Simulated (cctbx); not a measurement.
# Symmetry from intensities

Cell: a = 3.8510 Å, b = 3.8510 Å, c = 6.3140 Å, α = 90.00°, β = 90.00°, γ = 90.00°. Expected content of the cell: Tm1 Ga1 Co1 Cr4.

The data are simulated with cctbx, not measured: Mo Kα, λ = 0.71073 Å, to d = 0.6 Å, 70 % of the full sphere, strongest reflection 40000 counts, noise from counting, a 3 % proportional error and a noise floor of 8 counts (s.d.); no absorption.

Tests on the unmerged data give:

```text
1238 reflections to d = 0.601 A
centring   violations  <I/sigma> of those
    A        623 of   647     21.3
    B        616 of   640     21.5
    C        611 of   611     17.6
    I        612 of   641     22.6
    R        819 of   836     21.1
    F        925 of   949     20.2
Laue class    unique    Rint  (classes that these axes allow; Friedel mates merged)
P -1              809   0.020
P 1 2/m 1         494   0.022
P 1 1 2/m         483   0.022
P 2/m 1 1         489   0.023
P m m m           298   0.024
P 4/m             249   0.024
P 4/m m m         171   0.025
space group    extra absences  I>4sigma  <I/sigma>
P 4 2 2                 0          0         -  acentric
P 4 m m                 0          0         -  acentric
P -4 2 m                0          0         -  acentric
P -4 m 2                0          0         -  acentric
P 4/m m m               0          0         -  centric
Wilson B = 0.25 A^2   <|E^2-1|> = 0.770 (0.968 centric, 0.736 acentric)   E^2>4: 1.2 %
shell (A)         n   <I/sigma>
 6.31 - 1.20     28     50.0
 1.20 - 0.95     21     56.9
 0.95 - 0.83     22     53.2
 0.83 - 0.76     20     49.4
 0.76 - 0.70     21     53.1
 0.70 - 0.66     18     55.0
 0.66 - 0.63     21     47.0
 0.63 - 0.60     20     53.1
```

**Question.** What are the lattice type, the Laue class and the likely space group?

Every centring test has many violations, so the lattice is primitive.

Rint stays low (0.020 to 0.025) up to P 4/m m m, the highest class in these axes.

5 settings pass the absence test. No glide or screw absences show, which leaves P 4 2 2, P 4 m m, P -4 2 m, P -4 m 2 and P 4/m m m.

⟨|E²−1|⟩ = 0.770 leans to a non-centrosymmetric structure. Here that hint misleads: the statistic assumes many like atoms on general positions, and few, heavy or special-position atoms break it. The Wilson B of 0.25 Å² means U ≈ 0.0032 Å².

The true group is P4/mmm (no. 123), Laue class 4/mmm, centrosymmetric. The tables only narrow the choice to the tied entries; cell content, site symmetry and trial solutions must settle it.

The model is made up (kin elements in a known structure type, no relaxation), so it says nothing on whether the phase exists.

[Logs are printed without paths, hosts, clocks, repeated set-up lines and the standing remarks that a program may print on its own settings, such as how far it seeks lower states.]
